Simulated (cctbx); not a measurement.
# Na3TlAs2O8: precision against data quality

Space group P-3 (no. 147), a = 9.6180 Å, b = 9.6180 Å, c = 7.5020 Å, α = 90.00°, β = 90.00°, γ = 120.00°.

```csv
atom,mult.,x,y,z,Ueq (Å²)
Tl1,2,2/3,1/3,0.4582,0.0150
Tl2,1,0,0,1/2,0.0211
As1,6,0.9723,0.3174,0.7477,0.0319
Na1,6,0.6287,0.9234,0.7778,0.0361
Na2,2,2/3,1/3,0.0217,0.0340
Na3,1,0,0,0,0.0266
O1,6,0.8591,0.0472,0.2934,0.0440
O2,6,0.8718,0.2701,0.9375,0.0307
O3,6,0.8480,0.2952,0.5771,0.0324
O4,6,0.6231,0.1290,0.2548,0.0236
```

The model is made up (kin elements in a known structure type, no relaxation), so it says nothing on whether the phase exists.

Five simulated data sets (cctbx; Mo Kα, λ = 0.71073 Å; 2 % proportional error) differ in resolution or exposure (noise floor 4 counts in the first three, 8 in the last two). Each is refined with the right model, isotropic at 1.1 Å and anisotropic otherwise. How do the figures of merit and the uncertainties move?

| d min (Å) | top counts | ⟨I/σ⟩ (unmerged, absences included) | unique | param. (scale apart) | Rint | R1 | GooF | largest s.u. xyz (fractional) | s.u. U of O1 (Å²) | largest error (Å) |
| --- | --- | --- | --- | --- | --- | --- | --- | --- | --- | --- |
| 1.1 | 20000 | 21.8 | 310 | 30 | 0.019 | 0.0311 | 3.17 | 0.00174 | 0.0037 | 0.0151 |
| 0.84 | 20000 | 18.7 | 715 | 64 | 0.023 | 0.0121 | 0.97 | 0.00042 | 0.0019 | 0.0043 |
| 0.6 | 20000 | 13.1 | 1914 | 64 | 0.029 | 0.0168 | 0.94 | 0.00037 | 0.0015 | 0.0059 |
| 0.75 | 300 | 1.2 | 986 | 64 | 0.387 | 0.1158 | 0.95 | 0.00851 | 0.0279 | 0.0908 |
| 0.75 | 3000 | 6.2 | 986 | 64 | 0.070 | 0.0338 | 0.95 | 0.00122 | 0.0055 | 0.0132 |

GooF reaches 3.17 where the model lacks something that the data hold (anisotropy at the isotropic level, for one). The s.u. of U for O1 goes 0.0037, 0.0019, 0.0015 Å² with resolution and 0.0279, 0.0055 Å² with exposure.

The 1.1 Å row also differs in its displacement model, so it isn't a clean test of resolution.

Hardware for the 0.6 Å refinement: 0.47 s on 1 thread of Arm Neoverse V2, on a shared host, peak memory 0.09 GiB.

[Logs are printed without paths, hosts, clocks, repeated set-up lines and the standing remarks that a program may print on its own settings, such as how far it seeks lower states.]
